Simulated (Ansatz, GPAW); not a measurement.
## Mn3ZnP (model structure): optical spectrum from first principles

Aim: the dielectric function of Mn3ZnP (model structure), and the optical constants that follow from it. The structure is a model built here, which may or may not match a known phase. It was built so: All N replaced by P in the Pm-3m structure of Mn3ZnN. The cell is first relaxed with Ansatz.

Program: GPAW 26.7.0. Level of theory: DFT, PBE, plane-wave PAW (GPAW data sets), scalar-relativistic, RPA, optical limit. Results are calculated unless marked as measured.

Most raw output is cut from this account.

### Step 1. The structure

The structure is cubic, space group Pm-3m (No. 221). Conventional cell: a = 4.109 Å, b = 4.109 Å, c = 4.109 Å, α = 90.00°, β = 90.00°, γ = 90.00°. Nearest to Zn lie 12 Mn at 2.91 Å. Nearest to Mn lie 2 P at 2.05 Å and 8 Mn at 2.91 Å and 4 Zn at 2.91 Å. P has 6 Mn at 2.05 Å nearest. All N replaced by P in the Pm-3m structure of Mn3ZnN. Farther neighbours are not listed.

### Step 2. Relaxation

The structure was built or cut out here, so it is relaxed before any spectrum is computed.

This step: DFT, PBE, plane-wave PAW, default files, scalar-relativistic, relaxation (Ansatz 0.2.0).

input.yaml

```yaml
crystal:
  lattice:
    - [4.10925377, 0.0, 0.0]
    - [0.0, 4.10925377, 0.0]
    - [0.0, 0.0, 4.10925377]
  atoms:
    - { symbol: Zn, position: [0.0, 0.0, 0.0] }
    - { symbol: Mn, position: [0.5, 0.5, 0.0], spin: 4.0 }
    - { symbol: Mn, position: [0.5, 0.0, 0.5], spin: 4.0 }
    - { symbol: Mn, position: [0.0, 0.5, 0.5], spin: 4.0 }
    - { symbol: P, position: [0.5, 0.5, 0.5] }
magnetization:
  spin_polarized: true
kpoints:
  mp_grid: { grid: [6, 6, 6] }
scf:
  occupations: { method: fermi_dirac, width: 0.05 }
hamiltonian:
  xc: pbe
output:
  forces: true
  stress: true
relax:
  f_tol: 0.02
  max_steps: 50
  cell: {}
```

Run with:

```bash
> ansatz run input.yaml --threads 1 --pin off --max-ram 4096MiB --backend cpu --events-out ev --progress --plain --runs-dir out
```

It took 57 s on 1 thread of Intel Xeon 6975P-C (Granite Rapids), shared host; peak memory 0.52 GiB.

Step by step:

| step | energy less that of the first step (eV) | largest force component (eV/Å) | pressure (GPa) | volume (Å³) |
| --- | --- | --- | --- | --- |
| 1 | 0.0000 | 0.0000 | 10.65 | 69.39 |
| 2 | -0.2506 | 0.0000 | 8.46 | 73.86 |
| 3 | -0.3620 | 0.0000 | -3.01 | 84.95 |
| 4 | -0.3965 | 0.0000 | -0.54 | 81.73 |
| 5 | -0.3981 | 0.0000 | -0.24 | 81.15 |
| 6 | -0.3986 | 0.0000 | 0.00 | 80.68 |
| 7* | -0.4056 | 0.0000 | 0.13 | 80.68 |
| 8 | -0.4056 | 0.0000 | 0.01 | 80.92 |
| 9* | -0.4057 | 0.0000 | 0.01 | 80.92 |

Relaxation steps marked * repeat the geometry before them on a plane-wave basis chosen anew for their cell, so energy and pressure can jump there.

The run keeps the 48 symmetry operations that it works with, so distortions that break them were not tested.

| conventional cell, symmetrised | before | after | change |
| --- | --- | --- | --- |
| a (Å) | 4.109 | 4.325 | +5.3 % |
| b (Å) | 4.109 | 4.325 | +5.3 % |
| c (Å) | 4.109 | 4.325 | +5.3 % |
| volume (Å³/atom) | 13.88 | 16.18 | +16.6 % |

Final coordinates:

```xyz
5
Lattice="4.3254 0.0000 0.0000 0.0000 4.3254 0.0000 0.0000 0.0000 4.3254" Properties=species:S:1:pos:R:3 pbc="T T T"
Zn    0.0000    0.0000    0.0000
Mn    2.1627    2.1627    0.0000
Mn    2.1627    0.0000    2.1627
Mn    0.0000    2.1627    2.1627
P     2.1627    2.1627    2.1627
```

The relaxation ends with a pressure of 0.01 GPa.

### Step 3. Ground state

First the ground state: is it a metal or has it a gap?

This step: DFT, PBE, plane-wave PAW (GPAW data sets), scalar-relativistic, ground state (GPAW 26.7.0).

gs.py

```python
from ase import Atoms
from ase.dft.bandgap import bandgap
from gpaw import GPAW, PW, FermiDirac

atoms = Atoms(['Zn', 'Mn', 'Mn', 'Mn', 'P'],
              cell=[[4.325365690700, 0.000000000000, 0.000000000000],
                    [0.000000000000, 4.325365690700, 0.000000000000],
                    [0.000000000000, 0.000000000000, 4.325365690700]],
              scaled_positions=[[0.000000000000, 1.000000000000, 0.000000000000],
                                [0.500000000000, 0.500000000000, 0.000000000000],
                                [0.500000000000, 0.000000000000, 0.500000000000],
                                [1.000000000000, 0.500000000000, 0.500000000000],
                                [0.500000000000, 0.500000000000, 0.500000000000]],
              pbc=[True, True, True])
atoms.set_initial_magnetic_moments([0.0, 4.0, 4.0, 4.0, 0.0])
atoms.calc = GPAW(mode=PW(450), xc='PBE', kpts={'size': (5, 5, 5), 'gamma': True},
                  occupations=FermiDirac(0.05), maxiter=150, txt='gs.txt')
print('energy (eV)', atoms.get_potential_energy())
print('Fermi level (eV)', atoms.calc.get_fermi_level())
print('valence electrons', atoms.calc.get_number_of_electrons())
print('gap (eV)', bandgap(atoms.calc, output=None)[0])
print('direct gap (eV)', bandgap(atoms.calc, direct=True, output=None)[0])
print('moments', atoms.get_magnetic_moments().round(3).tolist())
atoms.calc.write('gs.gpw')
```

Run with:

```bash
> OMP_NUM_THREADS=1 python gs.py
```

Run time: 39 s. Hardware: 1 thread; peak memory 0.21 GiB.

Numbers from this step:

- energy: -34.24 eV
- Fermi energy: 6.652 eV
- electrons: 62
- site moments: -0.109, 3.04, 3.04, 3.04, -0.1 μB

There are states at the Fermi level within the smearing, so the occupations stay smeared and the carriers get a Drude term.

### Step 4. Bands for the response

The response needs many more empty bands than the density does.

This step: DFT, PBE, plane-wave PAW (GPAW data sets), scalar-relativistic, bands at fixed density (GPAW 26.7.0).

nscf.py

```python
from ase.dft.bandgap import bandgap
from gpaw import GPAW, FermiDirac

calc = GPAW('gs.gpw').fixed_density(kpts={'size': (8, 8, 8), 'gamma': True}, nbands=65, convergence={'bands': 59},
                                    occupations=FermiDirac(0.05), txt='nscf.txt')
print('gap (eV)', bandgap(calc, output=None)[0])
print('direct gap (eV)', bandgap(calc, direct=True, output=None)[0])
print('top band over the Fermi level (eV)', min(calc.get_eigenvalues(kpt=k)[58] for k in range(len(calc.get_ibz_k_points()))) - calc.get_fermi_level())
calc.write('full.gpw', mode='all')
```

Run with:

```bash
> OMP_NUM_THREADS=1 python nscf.py
```

Wall time 2.4 min (1 thread); peak memory 0.34 GiB.

### Step 5. Dielectric function, RPA

Transitions between filled and empty bands, summed over the zone, give the optical response, so mesh, band count and broadening shape it.

The induced potential is part of this response.

This step: DFT, PBE, plane-wave PAW (GPAW data sets), scalar-relativistic, RPA, optical limit (GPAW 26.7.0).

df.py

```python
from gpaw.response.df import DielectricFunction

df = DielectricFunction('full.gpw', frequencies={'type': 'nonlinear', 'domega0': 0.03, 'omega2': 8},
                        ecut=80,
                        eta=0.1,
                        nbands=59,
                        rate=0.2,
                        txt='df.txt')
for direction in ['x']:
    df.get_dielectric_function(xc='RPA', direction=direction, filename=f'df_{direction}.csv')
```

Run with:

```bash
> OMP_NUM_THREADS=1 python df.py
```

Elapsed: 52 s, on 1 thread; peak memory 0.7 GiB.

Sum at mesh points, not converged in k. Im ε, E ∥ x against photon energy; read off at these points:

photon energy (eV), Im ε, E ∥ x and a bar:
```
     1.00       25.0 ##############################
     1.50       20.3 ########################
     2.00       10.2 ############
     2.50        9.5 ###########
     3.00        9.6 ###########
     3.50       11.2 #############
     3.76       14.6 #################
     4.00       13.7 ################
     4.50        9.3 ###########
     5.00        6.3 #######
     5.50        6.6 #######
     6.00        5.0 ######
     6.50        4.8 #####
     7.00        3.9 ####
     7.50        3.9 ####
     8.00        4.0 ####
     8.50        3.0 ###
     9.00        3.1 ###
     9.50        2.2 ##
    10.00        1.4 #
    10.50        1.2 #
    11.00        1.3 #
    11.50        1.2 #
    12.00        1.0 #
    12.50        1.0 
    13.00        0.7 
    13.50        0.7 
    14.00        0.6 
    14.50        0.6 
    15.00        0.7 
    15.50        0.6 
    16.00        0.6 
    16.50        0.6 
    17.00        0.5
```

Values under 1 per cm are given as 1; sum at mesh points, not converged in k. Absorption coefficient, E ∥ x against photon energy:

photon energy (eV), log10 absorption coefficient, E ∥ x (1/cm) and a bar from the least value:
```
    1.010        5.5 
    1.486        5.7 #######
    1.985        5.7 ######
    2.508        5.7 ######
    3.018        5.7 ##########
    3.510        5.8 ##############
    3.980        6.0 #######################
    4.516        6.1 ########################
    4.981        6.0 #######################
    5.515        6.1 ########################
    6.021        6.1 ########################
    6.494        6.1 ##########################
    6.985        6.1 #########################
    7.496        6.1 #########################
    8.026        6.1 ############################
    8.516        6.1 ############################
    9.023        6.2 #############################
    9.483        6.2 ##############################
   10.026        6.1 ############################
   10.519        6.1 #########################
   11.029        6.1 #########################
   11.479        6.1 ###########################
   12.023        6.1 ########################
   12.504        6.1 #########################
   13.000        6.0 #######################
   13.512        6.0 #######################
   14.040        6.0 #####################
   14.493        5.9 ##################
   14.960        6.0 ####################
   15.536        5.9 ##################
   16.031        5.9 #################
   16.541        5.9 ###################
   16.959        5.9 ###################
```

Sum at mesh points, not converged in k. Loss function −Im 1/ε at q → 0, E ∥ x against energy loss; read off at these points:

| energy loss (eV) | loss function −Im 1/ε at q → 0, E ∥ x |
| --- | --- |
| 1.00 | 0.0396 |
| 1.50 | 0.0492 |
| 2.00 | 0.0978 |
| 2.50 | 0.0920 |
| 3.00 | 0.0925 |
| 3.50 | 0.0736 |
| 4.00 | 0.0727 |
| 4.50 | 0.0997 |
| 5.00 | 0.142 |
| 5.50 | 0.142 |
| 6.00 | 0.172 |
| 6.50 | 0.175 |
| 7.00 | 0.217 |
| 7.50 | 0.246 |
| 8.00 | 0.214 |
| 8.50 | 0.241 |
| 9.00 | 0.261 |
| 9.50 | 0.242 |
| 10.00 | 0.294 |
| 10.50 | 0.489 |
| 11.00 | 0.579 |
| 11.50 | 0.507 |
| 12.00 | 0.722 |
| 12.50 | 0.726 |
| 13.00 | 0.980 |
| 13.50 | 1.09 |
| 14.00 | 1.36 |
| 14.40 | 1.63 |
| 14.50 | 1.60 |
| 15.00 | 1.48 |
| 15.50 | 1.81 |
| 15.63 | 1.86 |
| 16.00 | 1.69 |
| 16.50 | 1.60 |
| 17.00 | 1.81 |

Sum at mesh points, not converged in k. Im ε, E ∥ x against photon energy; read off at these points:

| photon energy (eV) | without local fields | with local fields |
| --- | --- | --- |
| 1.00 | 25.2 | 25.0 |
| 1.50 | 20.5 | 20.3 |
| 2.00 | 10.2 | 10.2 |
| 2.50 | 9.60 | 9.51 |
| 3.00 | 9.77 | 9.55 |
| 3.50 | 11.6 | 11.2 |
| 3.76 | 15.1 | 14.6 |
| 4.00 | 13.6 | 13.7 |
| 4.50 | 8.79 | 9.29 |
| 5.00 | 6.07 | 6.25 |
| 5.50 | 6.40 | 6.63 |
| 6.00 | 4.92 | 5.04 |
| 6.50 | 4.56 | 4.77 |
| 7.00 | 3.77 | 3.92 |
| 7.50 | 3.90 | 3.91 |
| 8.00 | 4.13 | 4.01 |
| 8.50 | 3.14 | 2.99 |
| 9.00 | 3.64 | 3.14 |
| 9.50 | 2.17 | 2.17 |
| 10.00 | 1.49 | 1.44 |
| 10.50 | 1.31 | 1.22 |
| 11.00 | 1.53 | 1.31 |
| 11.50 | 1.20 | 1.16 |
| 12.00 | 1.13 | 1.01 |
| 12.50 | 1.08 | 0.954 |
| 13.00 | 0.800 | 0.729 |
| 13.50 | 0.840 | 0.728 |
| 14.00 | 0.764 | 0.644 |
| 14.50 | 0.832 | 0.618 |
| 15.00 | 0.868 | 0.670 |
| 15.50 | 0.788 | 0.551 |
| 16.00 | 0.797 | 0.579 |
| 16.50 | 0.782 | 0.611 |
| 17.00 | 0.635 | 0.550 |

The reflectivity at normal incidence, E ∥ x has structure finer than the step of the table below, so its rows give means over 0.5 eV, whole bins alone (the curve runs from 0.619 to 17.5 eV). Peaks (eV: height): 4.11: 49.8, 8.45: 42.9, 9.96: 51.7, 11.56: 41.7.

Sum at mesh points, not converged in k. Reflectivity at normal incidence, E ∥ x against photon energy; means over each step:

photon energy (eV), reflectivity at normal incidence, E ∥ x (%) and a bar from the least value:
```
      1.0       56.8 ##############################
      1.5       54.5 ############################
      2.0       43.4 ####################
      2.5       36.4 ###############
      3.0       35.9 ###############
      3.5       39.1 #################
      4.0       48.0 ########################
      4.5       47.9 #######################
      5.0       43.8 #####################
      5.5       40.8 ##################
      6.0       41.0 ##################
      6.5       40.5 ##################
      7.0       37.0 ################
      7.5       33.9 #############
      8.0       39.2 #################
      8.5       41.8 ###################
      9.0       40.1 ##################
      9.5       48.0 ########################
     10.0       50.2 #########################
     10.5       42.0 ###################
     11.0       34.7 ##############
     11.5       40.7 ##################
     12.0       36.2 ###############
     12.5       36.1 ###############
     13.0       34.6 ##############
     13.5       31.3 ###########
     14.0       28.1 #########
     14.5       21.9 #####
     15.0       21.0 ####
     15.5       20.3 ###
     16.0       16.1 
     16.5       15.6 
     17.0       17.2 #
```

At chosen wavelengths:

| wavelength (nm) | n | k | R (%) | 1/α |
| --- | --- | --- | --- | --- |
| 1550 | 4.54 | 3.934 | 60.7 | 31 nm |
| 1064 | 4.00 | 3.102 | 53.8 | 27 nm |
| 800 | 3.06 | 3.188 | 54.1 | 20 nm |
| 450 | 2.63 | 1.744 | 35.1 | 21 nm |
| 365 | 2.90 | 1.789 | 37.0 | 16 nm |
| 308 | 2.50 | 2.717 | 49.1 | 9.0 nm |
| 248 | 1.49 | 2.103 | 43.9 | 9.4 nm |

In reflection the computed colour is grey: x = 0.326, y = 0.333, luminous reflectivity 38 %.

### Step 6. Outcome

**Reading.** At this level (PBE, RPA) Mn3ZnP is a metal. The mesh is too coarse to trust the carriers' weight, the reflectivity or the colour to better than tens of per cent. The cell grew by 16.6 % in volume. In reflection the computed colour is grey: x = 0.326, y = 0.333, luminous reflectivity 38 %. The carriers' damping of 0.2 eV is typed, not computed; it shapes the response at the lowest energies. The magnetic state comes from one start and need not be the lowest. The curves end at 17 eV, about where the summed bands run out. The cell grew by 17 % in the relaxation, which can come from the guessed start or, where layers or molecules are weakly bound, from the missing dispersion term; a larger cell lowers ε. In this version of GPAW the matrix elements of the optical limit are incomplete, which can lower ε − 1 by up to a tenth where first-row anions or d states rule, and shift it by more in d metals. GPAW's carrier term has the form −ωp²/(ω + i·rate)², which damps like twice the rate and fails at low energy, so the curves leave the lowest energies out. The sum runs over mesh points 0.18 Å⁻¹ apart with no interpolation, so peaks are partly noise of the mesh, and the Drude plasma energy, a sum over the Fermi surface, isn't converged.

[Machine, clock and banner lines and Python warnings are left out of the logs.]

[Logs are printed without paths, hosts, clocks, repeated set-up lines and the standing remarks that a program may print on its own settings, such as how far it seeks lower states.]

[Hosts, paths, dates, database ids (printed as entryN), source tags and the programs' standing remarks are cut or masked in the printed files.]
